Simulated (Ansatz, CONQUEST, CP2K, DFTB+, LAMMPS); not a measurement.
# Glassy 72SiO2-17Al2O3-6BaO-6ZnO (mol %) (116 atoms) in CP2K

How do the settings of CP2K change the result for glassy 72SiO2-17Al2O3-6BaO-6ZnO (mol %) (116 atoms)? A plane-wave run serves as the yardstick.

Method: the method is named at each step, in CP2K 2026.2.

### 1. Starting point

The cell holds 116 atoms: 26 Si, 12 Al, 2 Ba, 2 Zn and 74 O. Cell: a = 11.345 Å, b = 11.345 Å, c = 11.345 Å, α = 90.0°, β = 90.0°, γ = 90.0°. 116 atoms (26 Si, 12 Al, 2 Ba, 2 Zn, 74 O) placed at random at 3.01 g/cm³, melted at 4000 K for 10 ps at fixed volume with the Morse and Coulomb pair potential with partial charges (Pedone, Malavasi, Menziani, Cormack and Segre, J. Phys. Chem. B 110, 11780 (2006)). Quenched from 4000 K to 300 K at 50 K/ps and fixed volume, held 5 ps.

The yardstick, on the same geometry:

```
method                                           : Kohn-Sham DFT, PBE, PAW, plane waves (Ansatz 0.2.0); cutoff 420 eV, Γ point, fermi-dirac smearing of 0.05 eV; PAW set soft_2
r.m.s. force component                           : 1.315 eV/Å
longest force                                    : 6.699 eV/Å
pressure                                         : 5.914 GPa
gap (highest filled to lowest empty level) : 2.642 eV
SCF cycles                                       : 10
time                                             : 27 s on 4 threads of Intel Xeon Platinum 8259CL at 2.50GHz (Skylake/Cascade Lake), shared host
CPU time                                         : 99 s
```

### 2. PBE, DZVP-MOLOPT-SR, 800/50 Ry, diagonalisation

Method: Kohn-Sham DFT, PBE, GTH-PBE pseudopotentials, Gaussian and plane waves, DZVP-MOLOPT-SR-GTH, diagonalisation.

File input.inp:

```
&GLOBAL
  PROJECT cell
  RUN_TYPE ENERGY_FORCE
  PRINT_LEVEL LOW
&END GLOBAL
&FORCE_EVAL
  METHOD QS
  STRESS_TENSOR ANALYTICAL
  &DFT
    BASIS_SET_FILE_NAME BASIS_MOLOPT
    POTENTIAL_FILE_NAME GTH_POTENTIALS
    &MGRID
      CUTOFF 800
      REL_CUTOFF 50
      NGRIDS 5
    &END MGRID
    &QS
      EPS_DEFAULT 1.0E-12
    &END QS
    &SCF
      SCF_GUESS ATOMIC
      EPS_SCF 1.0E-06
      MAX_SCF 200
      ADDED_MOS 14
      &DIAGONALIZATION
        ALGORITHM STANDARD
      &END DIAGONALIZATION
      &SMEAR ON
        METHOD FERMI_DIRAC
        ELECTRONIC_TEMPERATURE [K] 580
      &END SMEAR
      &MIXING
        METHOD BROYDEN_MIXING
        ALPHA 0.3
        NBROYDEN 8
      &END MIXING
      &PRINT
        &RESTART OFF
        &END RESTART
      &END PRINT
    &END SCF
    &XC
      &XC_FUNCTIONAL PBE
      &END XC_FUNCTIONAL
    &END XC
    &PRINT
      &MULLIKEN ON
      &END MULLIKEN
      &HIRSHFELD ON
        SHAPE_FUNCTION DENSITY
      &END HIRSHFELD
      &MO ON
        EIGENVALUES T
        OCCUPATION_NUMBERS T
        MO_INDEX_RANGE 303 326
        &EACH
          QS_SCF 0
        &END EACH
        ADD_LAST NUMERIC
      &END MO
    &END PRINT
  &END DFT
  &SUBSYS
    &CELL
      A 11.34500 0.00000 0.00000
      B 0.00000 11.34500 0.00000
      C 0.00000 0.00000 11.34500
    &END CELL
    &TOPOLOGY
      COORD_FILE_NAME structure.xyz
      COORD_FILE_FORMAT XYZ
    &END TOPOLOGY
    &KIND Si
      BASIS_SET DZVP-MOLOPT-SR-GTH-q4
      POTENTIAL GTH-PBE-q4
    &END KIND
    &KIND Al
      BASIS_SET DZVP-MOLOPT-SR-GTH-q3
      POTENTIAL GTH-PBE-q3
    &END KIND
    &KIND Ba
      BASIS_SET DZVP-MOLOPT-SR-GTH-q10
      POTENTIAL GTH-PBE-q10
    &END KIND
    &KIND Zn
      BASIS_SET DZVP-MOLOPT-SR-GTH-q12
      POTENTIAL GTH-PBE-q12
    &END KIND
    &KIND O
      BASIS_SET DZVP-MOLOPT-SR-GTH-q6
      POTENTIAL GTH-PBE-q6
    &END KIND
  &END SUBSYS
  &PRINT
    &FORCES ON
    &END FORCES
    &STRESS_TENSOR ON
    &END STRESS_TENSOR
  &END PRINT
&END FORCE_EVAL
```

File structure.xyz:

```xyz
116

Si 9.57563 7.96964 2.21500
Si 8.59350 10.45918 9.97373
Si 10.75982 10.34664 0.63589
Si 3.91505 9.75613 5.67692
Si 3.17184 3.08868 8.70593
Si 8.36535 7.26795 10.82404
Si 11.21680 3.67465 0.46367
Si 3.30798 4.56727 2.76262
Si 1.81826 10.02478 3.49812
Si 10.73566 5.66161 9.34034
Si 6.33164 9.42713 3.97120
Si 6.08863 2.42114 3.94988
Si 10.93261 1.40735 2.22271
Si 7.59968 2.68491 0.16938
Si 4.59904 3.94693 11.29225
Si 2.25811 1.72433 3.67567
Si 1.14460 7.89385 7.93537
Si 5.10253 6.84285 2.53084
Si 9.53400 5.07882 4.66620
Si 5.40646 4.24076 6.62049
Si 5.90848 11.17403 8.86895
Si 2.23860 0.78814 6.74245
Si 0.44143 5.78482 2.73948
Si 5.46636 6.77285 9.82420
Si 7.40806 4.76388 2.24359
Si 4.55025 9.58437 11.05774
Al 9.11423 1.91742 4.70704
Al 2.50180 1.67520 11.09518
Al 1.83029 9.97725 10.17941
Al 3.94307 6.99669 7.26976
Al 7.90554 0.64451 2.68275
Al 2.45789 7.99233 0.99609
Al 8.70093 8.04928 5.42416
Al 10.80452 10.81678 5.60080
Al 4.40322 0.38369 2.04777
Al 9.50688 9.07180 7.59083
Al 6.47845 8.50762 7.04456
Al 2.26673 5.97178 9.66390
Ba 1.75575 4.57090 6.06731
Ba 10.62312 1.80964 8.57183
Zn 6.94235 2.78894 8.70536
Zn 8.33324 5.76179 7.48259
O 9.66753 6.67392 10.05621
O 7.17129 11.04697 9.88864
O 6.86906 4.27321 7.40647
O 8.40755 8.85818 10.36831
O 3.68100 2.97239 10.21379
O 10.46100 2.40401 1.08776
O 4.84863 10.40915 1.01674
O 5.46160 3.22811 5.33850
O 4.64771 5.58174 6.36284
O 1.96337 5.48406 2.78588
O 2.08226 7.12489 6.89390
O 8.19903 7.91257 7.38662
O 0.75285 0.08872 6.78374
O 3.52081 1.33406 1.00880
[... 56 atom lines left out ...]
O 5.28019 8.21832 10.58931
O 6.40266 5.95181 1.91753
O 10.07130 4.93292 8.11553
O 5.79310 1.34971 8.49684
```

Started as:

```
> OMP_NUM_THREADS=2 cp2k.psmp -i input.inp > output.txt
```

Numbers of over 12 decimals in the logs are rounded to 6 here.

What it wrote:

```text
CP2K| version string:                                       CP2K version 2026.2
 CP2K| Input file name                                                 input.inp
 GLOBAL| Basis set file name                                        BASIS_MOLOPT
 GLOBAL| Potential file name                                      GTH_POTENTIALS
 GLOBAL| Run type                                                   ENERGY_FORCE
 GLOBAL| Total number of message passing processes                             1
 GLOBAL| Number of threads for this process                                    2
 TOTAL NUMBERS AND MAXIMUM NUMBERS
  Total number of            - Atomic kinds:                                   5
                             - Atoms:                                        116
                             - Shell sets:                                   116
                             - Shells:                                       586
                             - Primitive Cartesian functions:                546
                             - Cartesian basis functions:                   1658
                             - Spherical basis functions:                   1534
  Maximum angular momentum of- Orbital basis functions:                        3
                             - Local part of the GTH pseudopotential:          2
                             - Non-local part of the GTH pseudopotential:      4
 SCF PARAMETERS         Density guess:                                    ATOMIC
                        max_scf:                                             200
                        eps_scf:                                        1.00E-06
                        added MOs                                        14    0
                        Mixing method:                            BROYDEN_MIXING
                                                charge density mixing in g-space
                        Smear method:                                FERMI_DIRAC
                        Electronic temperature [K]:                        580.0
                        Electronic temperature [a.u.]:                  1.84E-03
                        Accuracy threshold:                             1.00E-10
 Extrapolation method: initial_guess
 Number of electrons:                                                        628
 Number of occupied orbitals:                                                314
 Number of molecular orbitals:                                               328
 Number of orbital functions:                                               1534
 Number of independent orbital functions:                                   1534
 SCF WAVEFUNCTION OPTIMIZATION
  Step     Update method      Time    Convergence         Total energy    Change
     1 NoMix/Diag. 0.30E+00   16.2     1.89142574     -1493.8085930215 -1.49E+03
     2 Broy./Diag. 0.30E+00   22.4     0.29402903     -1371.9147558887  1.22E+02
     3 Broy./Diag. 0.30E+00   24.5     0.10772937     -1470.4788040143 -9.86E+01
     4 Broy./Diag. 0.30E+00   26.5     0.02462894     -1493.3096826777 -2.28E+01
[...]
15 Broy./Diag. 0.30E+00   28.5     0.00000224     -1491.2956953157 -5.12E-05
    16 Broy./Diag. 0.30E+00   25.1     0.00000092     -1491.2957026979 -7.38E-06
  *** SCF run converged in    16 steps ***
  Electronic density on regular grids:       -627.9999999999        0.0000000001
  Core density on regular grids:              627.9999999995       -0.0000000005
  Total charge density on r-space grids:       -0.0000000004
  Total charge density g-space grids:          -0.0000000004
  Overlap energy of the core charge distribution:               1.79916e-06
  Self energy of the core charge distribution:              -3671.130018
  Core Hamiltonian energy:                                   1041.626605
  Hartree energy:                                            1472.847053
  Exchange-correlation energy:                               -334.639345
  Electronic entropic energy:                                  -2.03e-12
  Fermi energy:                                                 0.194310
  Total energy:                                             -1491.295703
  Total energy (extrapolated to T->0):                      -1491.295703
 MO| EIGENVALUES AND OCCUPATION NUMBERS
 MO|
 MO|  Index      Eigenvalue [a.u.]        Eigenvalue [eV]             Occupation
 MO|    303               0.100583               2.737012               2.000000
 MO|    304               0.102477               2.788551               2.000000
 MO|    305               0.103778               2.823938               2.000000
[...]
MO|    325               0.323242               8.795857               0.000000
 MO|    326               0.324679               8.834978               0.000000
 MO| Sum:                                                             628.000000
 MO| E(Fermi):            0.194310 a.u.          5.287457 eV
 !-----------------------------------------------------------------------------!
                     Mulliken Population Analysis
 #  Atom  Element  Kind  Atomic population                           Net charge
       1     Si       1          3.192208                              0.807792
       2     Si       1          3.293723                              0.706277
       3     Si       1          3.285311                              0.714689
[...]
115     O        5          6.590636                             -0.590636
     116     O        5          6.507956                             -0.507956
 # Total charge                            628.000000                  0.000000
 !-----------------------------------------------------------------------------!
 !-----------------------------------------------------------------------------!
                           Hirshfeld Charges
  #Atom  Element  Kind  Ref Charge     Population                    Net charge
      1       Si     1       4.000          3.489                         0.511
      2       Si     1       4.000          3.497                         0.503
      3       Si     1       4.000          3.511                         0.489
[...]
115       O      5       6.000          6.366                        -0.366
    116       O      5       6.000          6.363                        -0.363
  Total Charge                                                           -0.000
 !-----------------------------------------------------------------------------!
 ENERGY| Total FORCE_EVAL ( QS ) energy [hartree]          -1491.295763
 FORCES| Atomic forces [hartree/bohr]
 FORCES|   Atom     x               y               z               |f|
 FORCES|      1  5.40825037E-02  1.50226777E-03 -5.98188268E-02   8.06564694E-02
 FORCES|      2 -1.43995822E-03 -7.64822344E-02  1.75360067E-02   7.84800433E-02
 FORCES|      3 -1.32550057E-02 -4.39599441E-02 -5.49971535E-02   7.16439722E-02
[...]
FORCES|    115 -1.94440500E-02 -1.60233075E-02 -4.06590259E-02   4.78327696E-02
 FORCES|    116 -1.39525710E-02  1.65800103E-02 -1.53744219E-02   2.65696034E-02
 FORCES| Sum    -1.66758266E-03  1.01457442E-03  3.12938457E-04
 FORCES| Total atomic force                                       1.97689749E-03
 STRESS| Analytical stress tensor [bar]
 STRESS|                        x                   y                   z
 STRESS|      x        7.69191852487E+04  -1.74189767345E+03   1.83586806058E+04
 STRESS|      y       -1.74189767345E+03   3.27604343690E+04  -1.97025715205E+04
 STRESS|      z        1.83586806058E+04  -1.97025715205E+04   6.82852892210E+04
 STRESS| 1/3 Trace                                             5.93216362796E+04
```

Elapsed: 8.2 min, on 2 threads of Intel Xeon Platinum 8259CL at 2.50GHz (Skylake/Cascade Lake), shared host; peak memory 5.7 GiB; 14 min of CPU time.

Banners, paths, timers and routine set-up lines are dropped from the logs unmarked, and long logs keep their key lines alone; longer cuts are marked.

Compared with the plane-wave run:

```
r.m.s. force component                           : 1.317 eV/Å
r.m.s. difference of force components            : 81.68 meV/Å
longest difference of force vectors              : 364.9 meV/Å
force difference over r.m.s. force               : 6.211 %
slope of forces against the reference's          : 0.9998
correlation of force components                  : 0.9981
gap (highest filled to lowest empty level) : 2.527 eV
gap difference                                   : -0.1158 eV
pressure                                         : 5.932 GPa
pressure difference                              : 0.018 GPa
```

Length of the force difference by element (eV/Å):

```csv
element,atoms,mean,most
Al,12,0.16,0.29
Ba,2,0.14,0.16
O,74,0.10,0.22
Si,26,0.18,0.36
Zn,2,0.089,0.12
```

Levels nearest the highest filled one (eV from it): -1.29, -1.24, -1.20, -1.15, -1.09, -1.03, -0.94, -0.88, -0.86, -0.72, -0.40, 0.00, 2.53, 3.25, 3.64, 3.75, 3.91, 4.00, 4.23, 4.26, 4.54, 4.65, 4.77, 4.81.

A closer look about Ba39, one of the 2 Ba atoms: 9 atoms, nearest first, numbered in the order of the input, with positions taken from that point.

```csv
atom,x,y,z,distance (Å),Hirshfeld charge (e),Fx,Fy,Fz (eV/Å)
Ba39,0.00,0.00,0.00,0.00,0.64,-0.03,0.44,-0.08
O53,0.33,2.55,0.83,2.70,-0.33,0.57,-0.52,-1.48
O62,0.51,-0.10,2.76,2.81,-0.33,-0.63,-2.86,-1.16
O102,-2.00,0.68,-1.86,2.81,-0.28,1.70,0.27,-0.06
O87,0.58,-2.87,-0.71,3.01,-0.28,-0.49,1.31,-0.96
O51,2.89,1.01,0.30,3.08,-0.33,-1.64,1.97,-0.93
O86,0.51,-2.57,1.81,3.18,-0.23,-0.27,-0.12,0.60
O64,1.23,-1.40,-2.66,3.25,-0.24,-0.07,-1.24,1.47
O101,2.62,-1.01,1.69,3.27,-0.28,0.37,-0.66,-0.62
```

Forces lie 6.2 % from the reference's, at 8.6 times its CPU time (on 2 against 4 cores).

(Continued in part 2 of 2.)

[Also dropped from logs without a mark: logging warnings of Python, and SIESTA's first energy breakdown and zero terms.]

[Logs are printed without paths, hosts, clocks, repeated set-up lines and the standing remarks that a program may print on its own settings, such as how far it seeks lower states.]

[Hosts, paths, dates, database ids (printed as entryN), source tags and the programs' standing remarks are cut or masked in the printed files.]
